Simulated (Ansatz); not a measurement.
# From PBE to G0W0: InP (F-43m)

Wanted: the gap of InP (F-43m) with a many-body correction, and the time that it takes.

Main program and level: Ansatz 0.2.0; PBE, then G0W0 on it, plane waves, PAW.

Most raw output is cut from this account.

In doubt: masses and optical values from hybrid runs of this build are listed as unsure (in some of the runs), which bears on the screening that GW takes from such a start.

### Step 1. Set-up

Symmetry: F-43m, No. 216, cubic system. Conventional cell: a = 5.869 Å, b = 5.869 Å, c = 5.869 Å, α = 90.00°, β = 90.00°, γ = 90.00°. Nearest to In lie 4 P at 2.54 Å. Nearest to P lie 4 In at 2.54 Å. Farther neighbours are not listed.

The cell and positions come from the Crystallography Open Database and are kept as given unless a step says otherwise.

### Step 2. The PBE band structure

Levels along a band path and on the mesh show where this functional puts the band edges.

This step: DFT, PBE, plane waves, PAW; PAW set soft_1.

The input, input.yaml:

```yaml
crystal:
  lattice:
    - [0.0, 2.93435, 2.93435]
    - [2.93435, 0.0, 2.93435]
    - [2.93435, 2.93435, 0.0]
  atoms:
    - { symbol: In, position: [0.0, 0.0, 0.0] }
    - { symbol: P, position: [0.25, 0.25, 0.25] }
kpoints:
  mp_grid: { grid: [8, 8, 8] }
  band_path:
    path:
      - [[0.0, 0.0, 0.0], [-0.5, -0.5, 0.0], [-0.375, -0.375, 0.25]]
      - [[-0.375, 0.0, 0.375], [0.0, 0.0, 0.0], [0.0, 0.0, 0.5], [-0.5, -0.25, 0.25], [-0.5, -0.5, 0.0]]
    npoints: 10
hamiltonian:
  xc: pbe
  pseudopotentials: { kind: paw, azcp: { folder: soft_1 } }
scf:
  occupations: { method: fermi_dirac, width: 0.02 }
  n_extra_bands: 4
output:
  eigenvalues: true
  write_density: true
  write_potential: true
  elf: true
  volumetric_format: npy
```

Command:

```sh
$ ansatz run input.yaml --threads 3 --pin off --max-ram 92160MiB --backend cuda --events-out ev --progress --plain --runs-dir out --devices 1 --max-vram 13GiB
```

Wall time 6.4 s (1 × NVIDIA H100 80GB HBM3 (shared by 6 runs) with 3 threads of AMD EPYC 7R13 (Zen 3), shared host); peak memory 0.9 GiB.

This step gave:

* filled bands: 9
* gap: 0.6922 eV
* valence top at: Γ
* conduction bottom at: Γ
* least direct gap: 0.6922 eV

Over mesh and path the gap is 0.692 eV, direct, at k = Γ.

Electronic bands along the path, in eV, zero at the top of the highest nominally filled band:

| point | band 6 | band 7 | band 8 | band 9 | band 10 | band 11 | band 12 | band 13 |
| --- | --- | --- | --- | --- | --- | --- | --- | --- |
| Γ | -11.49 | 0.00 | 0.00 | 0.00 | 0.69 | 4.09 | 4.09 | 4.09 |
| halfway | -10.60 | -3.33 | -1.40 | -1.40 | 2.49 | 3.12 | 6.37 | 6.37 |
| X | -9.13 | -5.73 | -2.31 | -2.31 | 1.77 | 2.27 | 9.18 | 9.56 |
| halfway | -9.11 | -5.69 | -2.73 | -2.21 | 2.05 | 2.87 | 8.37 | 8.68 |
| U | -9.14 | -5.59 | -3.28 | -1.93 | 2.36 | 4.38 | 7.49 | 7.52 |
| jump to K | -9.14 | -5.59 | -3.28 | -1.93 | 2.36 | 4.38 | 7.49 | 7.52 |
| halfway | -10.51 | -3.79 | -1.99 | -0.57 | 2.82 | 4.68 | 4.99 | 5.21 |
| Γ | -11.49 | 0.00 | 0.00 | 0.00 | 0.69 | 4.09 | 4.09 | 4.09 |
| halfway | -10.82 | -3.43 | -0.55 | -0.55 | 1.79 | 4.79 | 4.79 | 5.31 |
| L | -9.78 | -5.71 | -0.97 | -0.97 | 1.49 | 4.81 | 4.81 | 7.10 |
| halfway | -9.46 | -5.52 | -2.68 | -1.62 | 3.16 | 4.18 | 5.87 | 7.21 |
| W | -9.05 | -5.58 | -2.93 | -2.89 | 4.29 | 4.36 | 5.56 | 6.20 |
| halfway | -9.09 | -5.66 | -2.64 | -2.63 | 2.69 | 3.10 | 7.64 | 7.72 |
| X | -9.13 | -5.73 | -2.31 | -2.31 | 1.77 | 2.27 | 9.18 | 9.56 |

ELF in the ac plane of a cell with a along [110], b along [-110] and c along [001] of the cube at fractional y = 0.000, with atoms of In and P within 0.2 Å of it. It is the smooth field of the valence electrons, not physical close to the nuclei.

Values, 9 rows by 16 columns, each cell a mean:
```
0.08 0.20 0.49 0.75 0.75 0.62 0.26 0.11 0.08 0.20 0.49 0.75 0.75 0.62 0.26 0.11
0.22 0.43 0.82 0.55 0.40 0.82 0.58 0.25 0.22 0.43 0.82 0.55 0.40 0.82 0.58 0.25
0.17 0.51 0.74 0.32 0.19 0.67 0.64 0.24 0.17 0.51 0.74 0.32 0.19 0.67 0.64 0.24
0.04 0.24 0.58 0.74 0.75 0.66 0.35 0.07 0.04 0.24 0.58 0.74 0.75 0.66 0.35 0.07
0.01 0.05 0.19 0.38 0.41 0.26 0.08 0.02 0.01 0.05 0.19 0.38 0.41 0.26 0.08 0.02
0.04 0.03 0.03 0.05 0.06 0.03 0.03 0.04 0.04 0.03 0.03 0.05 0.06 0.03 0.03 0.04
0.16 0.13 0.06 0.02 0.01 0.04 0.10 0.16 0.16 0.13 0.06 0.02 0.01 0.04 0.10 0.16
0.21 0.23 0.16 0.06 0.04 0.13 0.21 0.22 0.21 0.23 0.16 0.06 0.04 0.13 0.21 0.22
0.04 0.20 0.24 0.29 0.30 0.26 0.23 0.07 0.04 0.20 0.24 0.29 0.30 0.26 0.23 0.07
```
Columns run along a (8.3 Å), rows up along c (5.9 Å), edges of the conventional cell, whose origin can differ from the input's. Atoms in or near the plane, at fractional coordinates: In at (0.50, 0.00), In at (0.00, 0.00), P at (0.75, 0.75), P at (0.25, 0.75).

Electrostatic potential energy in the ac plane of a cell with a along [110], b along [-110] and c along [001] of the cube at fractional y = 0.000, with atoms of In and P within 0.2 Å of it. With pseudopotentials it is smooth inside the atoms' cores, unlike the true potential.

Values in eV, 9 rows by 16 columns, each cell a mean:
```
-29 -17   3   3   2   4  -9 -28 -29 -17   3   3   2   4  -9 -28
 -4   3  -4 -31 -35 -13   4  -2  -4   3  -4 -31 -35 -13   4  -2
 10   8  -6 -36 -39 -18   6   9  10   8  -6 -36 -39 -18   6   9
 11  10   7  -3  -6   4  10  11  11  10   7  -3  -6   4  10  11
 11  11  11  10  10  10  11  11  11  11  11  10  10  10  11  11
 11  11  11  11  10  11  11  11  11  11  11  11  10  11  11  11
  8   9  10  11  11  10  10   9   8   9  10  11  11  10  10   9
-12  -1   8  10  10   9   3  -9 -12  -1   8  10  10   9   3  -9
-30 -21   3   9  10   7 -13 -30 -30 -21   3   9  10   7 -13 -30
```
Columns run along a (8.3 Å; values clipped at the 3rd and 97th percentile), rows up along c (5.9 Å), edges of the conventional cell, whose origin can differ from the input's. Atoms in or near the plane, at fractional coordinates: In at (0.50, 0.00), In at (0.00, 0.00), P at (0.75, 0.75), P at (0.25, 0.75).

### Step 3. One-shot GW

G0W0 replaces the xc potential by a self-energy built once from the orbitals of the start. Levels are corrected in the window of bands that the input names, at points of the mesh.

This step: G0W0 on PBE, plane waves, PAW; PAW set soft_1.

input.yaml, the sections that differ from step 2:

```yaml
kpoints:
  mp_grid: { grid: [4, 4, 4] }
scf:
  occupations: { method: fixed }
gw:
  n_empty_bands: 324
  ecut_chi: 200.0
  qp_bands: [v2, c2]
  qp_kpoints: band_edges
  screening: { model: contour_deformation }
# crystal, hamiltonian: as in step 2
# output: removed
```

The job ended after 15 s (1 × NVIDIA H100 80GB HBM3 (shared by 6 runs) with 3 threads; peak memory 1.2 GiB; 18 s of CPU time).

Numbers from this step:

```yaml
bands_summed: 333
rpa_eps_infinity_on_this_mesh_eigenvalues: 47.15, 47.15, 47.15
plane_waves_in_the_screening_matrix: 331
q_points_in_the_mesh: 64
g0w0_gap_over_the_corrected_points: 1.140 eV
k_of_the_valence_top: 0, 0, 0
k_of_the_conduction_bottom: 0, 0, 0
starting_gap_on_the_mesh: 0.6788 eV
z_at_the_valence_top: 0.7325
z_at_the_conduction_bottom: 0.7526
least_direct_g0w0_gap_over_the_corrected_points: 1.140 eV
```

Over 6 of 8 irreducible mesh points the G0W0 gap is 1.140 eV, direct, at k = Γ. The PBE gap of this run on the mesh is 0.679 eV. The two states that bound the G0W0 gap lie that far apart at the start, so the correction of the gap is 1.140 − 0.679 = +0.461 eV. The start of this run differs from the step before in mesh (8×8×8 and 4×4×4).

Labels follow the order of the start: v1 is the top filled band, c1 the lowest empty one; levels that stay degenerate share a row, the window can cut a multiplet, doubted levels are not marked in this list, bands outside the window were not corrected, and the list may be a part of the corrected levels. Levels before and after the correction, in eV, zero at the valence-band top of each column:

|  | conduction bottom | valence top |
| --- | --- | --- |
| Kohn-Sham | 0.68 | 0.00 |
| G0W0 | 1.14 | 0.00 |

|  | level | occupation | energy (eV) |
| --- | --- | --- | --- |
| Kohn-Sham | Γ v2-v1 | 2 | 0.000 |
| Kohn-Sham | Γ c1 | 0 | 0.679 |
| Kohn-Sham | Γ c2 | 0 | 4.058 |
| G0W0 | Γ v2-v1 | 2 | 0.000 |
| G0W0 | Γ c1 | 0 | 1.140 |
| G0W0 | Γ c2 | 0 | 4.598 |

The parts of the quasiparticle energy for the two states that bound the G0W0 gap, in eV on the run's own scale (QP = start + Σx + Σc − Vxc, with Σc at the quasiparticle energy):

| edge | k | band | start | Σx | Σc | Vxc | Z | QP |
| --- | --- | --- | --- | --- | --- | --- | --- | --- |
| valence top | Γ | 8 | 7.024 | −16.901 | 1.296 | −15.068 | 0.733 | 6.488 |
| conduction bottom | Γ | 10 | 7.703 | −9.981 | −4.167 | −14.072 | 0.753 | 7.627 |

### Step 4. Spin-orbit coupling in PBE

This run has two-component orbitals with spin-orbit coupling.

This step: DFT, PBE with spin-orbit coupling, plane waves, PAW; PAW set soft_1.

The input, input.yaml:

```yaml
crystal:
  lattice:
    - [0.0, 2.93435, 2.93435]
    - [2.93435, 0.0, 2.93435]
    - [2.93435, 2.93435, 0.0]
  atoms:
    - { symbol: In, position: [0.0, 0.0, 0.0] }
    - { symbol: P, position: [0.25, 0.25, 0.25] }
kpoints:
  mp_grid: { grid: [8, 8, 8] }
  band_path:
    path:
      - [0.0, 0.0, 0.0]
      - [-0.5, -0.5, 0.0]
      - [-0.375, -0.375, 0.25]
      - [-0.375, 0.0, 0.375]
      - [0.0, 0.0, 0.5]
      - [-0.5, -0.25, 0.25]
    npoints: 1
hamiltonian:
  xc: pbe
  pseudopotentials: { kind: paw_fr, azcp: { folder: soft_1 } }
scf:
  occupations: { method: fermi_dirac, width: 0.02 }
  n_extra_bands: 8
magnetization:
  noncollinear: true
  spin_orbit: true
output:
  eigenvalues: true
```

It took 7.7 s on 1 × NVIDIA H100 80GB HBM3 (shared by 6 runs) with 3 threads; peak memory 0.89 GiB; 13 s of CPU time.

Numbers from this step:

```
gap                  : 0.6643 eV
valence top at       : Γ
conduction bottom at : Γ
least direct gap     : 0.6643 eV
```

Over mesh and listed points the gap is 0.664 eV, direct, at k = Γ. PBE+SOC against PBE: 0.664 − 0.692 = −0.028 eV, with the same mesh, set of files (read in its fully relativistic form for the spin-orbit run) and cutoff, and both edges at the same k points. The spin-orbit run sees mesh and listed points alone, so its gap is an upper bound: the coupling can move an edge off these points, the more so as this crystal has no centre of inversion, and the change over the zone, its sign included where it is small, is not known.

### Step 5. Side by side

Each gap is the least one over the points named; times are wall times on shared hosts, not benchmarks. A G0W0 time includes the run's own self-consistent start. Runs with listed points see these and the mesh alone, so an edge that moves elsewhere is missed. Rows marked * are further runs, not shown as steps, whose inputs differ from the G0W0 step on the same start in the columns given; solver thresholds can differ too.

| level | mesh | files, cutoff | bands summed, screening | points | gap (eV) | valence top | conduction bottom | least direct gap (eV) | time |
| --- | --- | --- | --- | --- | --- | --- | --- | --- | --- |
| PBE | 8×8×8 | soft_1 PAW, 420 eV | - | mesh and path | 0.692 | Γ | Γ | 0.692 | 6.4 s |
| PBE+SOC | 8×8×8 | soft_1 PAW, 420 eV | - | mesh and listed points | 0.664 | Γ | Γ | 0.664 | 7.7 s |
| G0W0@PBE* | 4×4×4 | soft_1 PAW, 420 eV | 62, 60 eV | 6 of 8 irreducible mesh points | 1.168 | Γ | Γ | 1.168 | 6.9 s |
| G0W0@PBE* | 4×4×4 | soft_1 PAW, 420 eV | 159, 120 eV | 6 of 8 irreducible mesh points | 1.178 | Γ | Γ | 1.178 | 14 s |
| G0W0@PBE | 4×4×4 | soft_1 PAW, 420 eV | 333, 200 eV | 6 of 8 irreducible mesh points | 1.140 | Γ | Γ | 1.140 | 15 s |
| G0W0@PBE* | 4×4×4 | soft_1 PAW, 420 eV | 159, 120 eV, plasmon pole | 6 of 8 irreducible mesh points | 1.234 | Γ | Γ | 1.234 | 13 s |

### Step 6. What came out

| Property | Result |
| --- | --- |
| PBE gap over mesh and path | 0.692 eV, direct, at k = Γ |
| G0W0@PBE gap over 6 of 8 irreducible mesh points | 1.140 eV, direct, at k = Γ |
| PBE+SOC gap over mesh and listed points | 0.664 eV |
| GW settings | 4×4×4 mesh, 324 empty bands, screening to 200 eV, PAW set soft_1 files |
| known limits | finite bands, screening cutoff and k mesh; no spin-orbit coupling in G0W0; d shells not analysed; large ε∞ on the G0W0 mesh |

Over 6 of 8 irreducible mesh points the G0W0 gap is 1.140 eV, direct, at k = Γ. The PBE gap of this run on the mesh is 0.679 eV. The two states that bound the G0W0 gap lie that far apart at the start, so the correction of the gap is 1.140 − 0.679 = +0.461 eV. The valence state moves by 6.488 − 7.024 = −0.536 eV and the conduction state by 7.627 − 7.703 = −0.076 eV, on the run's own scale; with 62 bands the edge states move by −0.073 and +0.417 eV, so the split between the edges depends on the bands and cutoff. Both edges that PBE shows over mesh and path lie at k points where levels were corrected. Levels at other points were not corrected, so a lower G0W0 gap elsewhere in the zone is not ruled out. From 62 bands and 60 eV to 333 bands and 200 eV the gap moves by 1.140 − 1.168 = −0.028 eV (rung by rung 1.168, 1.178, 1.140 eV); bands and screening cutoff rise together, so their parts are not told apart. The gap turns back along the series (1.168, 1.178, 1.140 eV), so no line is drawn and the limit is not known. With the plasmon pole model in place of the contour deformation model and all else as in the G0W0@PBE row with 159 bands, the gap differs by 1.234 − 1.178 = +0.056 eV. G0W0 on other starts in this series, not shown as steps and not all at these settings: 1.604 eV on HSE06 (4×4×4, soft_1 PAW, 159 bands, 120 eV) and 1.787 eV on PBE0 (4×4×4, soft_1 PAW, 159 bands, 120 eV). PBE+SOC against PBE: 0.664 − 0.692 = −0.028 eV, with the same mesh, set of files (read in its fully relativistic form for the spin-orbit run) and cutoff, and both edges at the same k points. The spin-orbit run sees mesh and listed points alone, so its gap is an upper bound: the coupling can move an edge off these points, the more so as this crystal has no centre of inversion, and the change over the zone, its sign included where it is small, is not known. What spin-orbit coupling does to the G0W0 levels was not computed, so no sum with the G0W0 gap is formed. The G0W0 runs are scalar-relativistic. One-shot GW is known to converge slowly in bands for compounds with shallow d shells. The cell holds In; the filling of the d shell and its place against the gap were not analysed here. The largest eigenvalue of the RPA ε∞ is large: 47 in G0W0@PBE (4×4×4, 333 bands), 47 in G0W0@PBE (4×4×4, 62 bands), 47 in G0W0@PBE (4×4×4, 159 bands) and 47 in G0W0@PBE (4×4×4, 159 bands). A perturbation-theory run of this series on PBE, not shown as a step (6×6×6 (response on 512 points) mesh, soft_1 PAW), gives 11.0, so a mesh with so large a value overstates the long-range screening, which bears on the G0W0 gap by an amount not known here. No pair of G0W0 runs that differ in the mesh alone is shown (4×4×4 is a supercell whose nearest images lie 17 Å apart), so the error from the mesh is not known here. G0W0@PBE runs of this series with other atomic data on the same mesh, not shown as steps, give 1.151 eV (hard PAW, 710 eV, 163 bands, screening to 120 eV; the table's row with the same empty bands and screening cutoff has 1.178 eV); where bands and cutoffs differ too, the part of the files is not isolated.

[Paths, hosts, dates, memory and timing lines, banners, echoed tables and standing remarks are left out of the program output.]

[Logs are printed without paths, hosts, clocks, repeated set-up lines and the standing remarks that a program may print on its own settings, such as how far it seeks lower states.]

[Runs of the session that timed out or met a known fault of the program may be left out.]

[Cells called generated may have been cut or substituted from an entry of the Crystallography Open Database or the Materials Project.]

[Hosts, paths, dates, database ids (printed as entryN), source tags and the programs' standing remarks are cut or masked in the printed files.]

[Where an RPA ε∞ is given, it is that of the G0W0 mesh and is not shown converged in it. Names of k-points follow the symmetry that the program found, which can be lower than the space group named. Band edges on a path are those of the sampled points; other points can move an edge, and change direct to indirect where valleys lie close.]

[Hybrid gaps are those of their k-mesh and are not shown converged in it.]
